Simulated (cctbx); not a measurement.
**Accept or mend?**

Cell a = 4.7220 Å, b = 4.7220 Å, c = 9.0470 Å, α = 90.00°, β = 90.00°, γ = 90.00°; space group P4/mmm (no. 123). The compound is BaPrCo2S6.

The data are simulated with cctbx, not measured: Mo Kα, λ = 0.71073 Å, to d = 0.75 Å, 80 % of the full sphere, strongest reflection 40000 counts, noise from counting, a 2 % proportional error and a noise floor of 8 counts (s.d.); no absorption.

An anisotropic refinement with weights 1/σ² prints:

```text
Rint 0.020, 191 unique reflections to 0.75 A
cycle     R1     wR2    GooF  max shift (A)
   1  0.0176  0.0422   3.020   0.00040
   2  0.0086  0.0191   1.367   0.00000
final R1 0.0086 wR2 0.0191 GooF 1.367  parameters 15  data/parameter 12.7
atom        x        y        z      Ueq    occ   su(xyz)  su(Uiso or U11)
Pr1    0.00000  0.00000  0.50000   0.0083  1.000  0.00000  0.0001
Ba1    0.00000  0.00000  0.00000   0.0110  1.000  0.00000  0.0001
Co1    0.50000  0.50000  0.74758   0.0115  1.000  0.00007  0.0002
S1     0.50000  0.50000  0.50000   0.0133  1.000  0.00000  0.0004
S2     0.50000  0.50000  0.00000   0.0117  1.000  0.00000  0.0004
S3     0.00000  0.50000  0.77770   0.0141  1.000  0.00008  0.0003
difference map: max 0.57 min -0.39 rms 0.10
Q1    0.5000  0.5000  0.2904    2    0.62  0.34 A from Co1
Q2    0.3754  0.5000  0.2225    8    0.32  0.65 A from Co1
Q3    0.1212  0.1212  0.3933    8    0.32  1.26 A from Pr1
Q4    0.0000  0.1741  0.3874    8    0.31  1.31 A from Pr1
Q5    0.2989  0.2989  0.0644    8    0.30  1.46 A from S2
Q6    0.5000  0.5000  0.1825    2    0.29  0.63 A from Co1
```

Q: Accept it or mend it, and why?

Mend it. The fault: anomalous dispersion left out. Against the right model at the same level, R1 goes from 0.0070 to 0.0086 and GooF from 0.98 to 1.37. No atom is wrong: without f′ and f″ the atoms near an edge get the wrong scattering power, which U and the scale absorb. The signs are weak, and the output alone doesn't single this fault out.

The compound is BaPrCo2S6. The right model at the same level gives:

```text
Rint 0.020, 191 unique reflections to 0.75 A
cycle     R1     wR2    GooF  max shift (A)
   1  0.0071  0.0139   0.996   0.00005
   2  0.0070  0.0137   0.979   0.00000
final R1 0.0070 wR2 0.0137 GooF 0.979  parameters 15  data/parameter 12.7
atom        x        y        z      Ueq    occ   su(xyz)  su(Uiso or U11)
Pr1    0.00000  0.00000  0.50000   0.0081  1.000  0.00000  0.0001
Ba1    0.00000  0.00000  0.00000   0.0106  1.000  0.00000  0.0001
Co1    0.50000  0.50000  0.74756   0.0133  1.000  0.00005  0.0001
S1     0.50000  0.50000  0.50000   0.0144  1.000  0.00000  0.0003
S2     0.50000  0.50000  0.00000   0.0129  1.000  0.00000  0.0003
S3     0.00000  0.50000  0.77766   0.0152  1.000  0.00005  0.0002
difference map: max 0.30 min -0.37 rms 0.09
Q1    0.1213  0.1213  0.3918    8    0.31  1.27 A from Pr1
Q2    0.2756  0.5000  0.0000    4    0.30  1.06 A from S2
Q3    0.0000  0.0000  0.2173    2    0.30  1.97 A from Ba1
Q4    0.0000  0.1747  0.3887    8    0.30  1.30 A from Pr1
Q5    0.2997  0.2997  0.0700    8    0.29  1.48 A from S2
Q6    0.0000  0.0000  0.0000    1    0.28  0.00 A from Ba1
```

Isotropic U is held between 0.0001 and 1 Å² by the program, and listed peak heights are interpolated, so they can pass the grid's maximum.

The model is made up (kin elements in a known structure type, no relaxation), so it says nothing on whether the phase exists.

[Middle refinement cycles are left out of these outputs.]

[Logs are printed without paths, hosts, clocks, repeated set-up lines and the standing remarks that a program may print on its own settings, such as how far it seeks lower states.]
